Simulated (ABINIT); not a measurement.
Planning a run of ABINIT 10.8.3 on SrTiO3 (Tausonite). The input:

```
acell 3*1.0 Angstrom
rprim 
  3.905280000000 0.000000000000 0.000000000000
  0.000000000000 3.905280000000 0.000000000000
  0.000000000000 0.000000000000 3.905280000000
ntypat 3
znucl 38 22 8
natom 5
typat 1 2 3 3 3
xred 
  0.500000000000 0.500000000000 0.500000000000
  0.000000000000 0.000000000000 0.000000000000
  0.500000000000 0.000000000000 0.000000000000
  0.000000000000 0.500000000000 0.000000000000
  0.000000000000 0.000000000000 0.500000000000
pp_dirpath "pseudos"
pseudos "Sr.upf, Ti.upf, O.upf"
ecut 38
ngkpt 4 4 4
nshiftk 1
shiftk 0 0 0
kptopt 1
chksymbreak 0
istwfk *1
occopt 1
irdwfk 1
optdriver 3
nband 200
ecuteps 6.6
inclvkb 2
awtr 1
symchi 1
indata_prefix "in"
outdata_prefix "out"
tmpdata_prefix "tmp"
```

```sh
OMP_NUM_THREADS=1 mpirun -n 4 abinit run.abi > log
```

Q: Estimate wall time and host memory on 4 MPI ranks of Arm Neoverse V2, shared host.

It took 2.5 min; on shared hardware allow 75 s to 5 min. Peak host memory was 1.7 GiB.

[Paths, hosts, dates, memory and timing lines, banners, echoed tables and standing remarks are left out of the program output.]

[Logs are printed without paths, hosts, clocks, repeated set-up lines and the standing remarks that a program may print on its own settings, such as how far it seeks lower states.]

[Runs of the session that timed out or met a known fault of the program may be left out.]

[Hosts, paths, dates, database ids (printed as entryN), source tags and the programs' standing remarks are cut or masked in the printed files.]

[G0W0 gaps are taken among the corrected bands and points alone; a level outside them can change the order at an edge.]

[Where Ansatz stands beside ABINIT at settings called matched, ABINIT's density can come from a denser mesh and the files from another edition; pairs whose starting gaps differed by over 0.03 eV were left out, so agreement reads better than it is.]
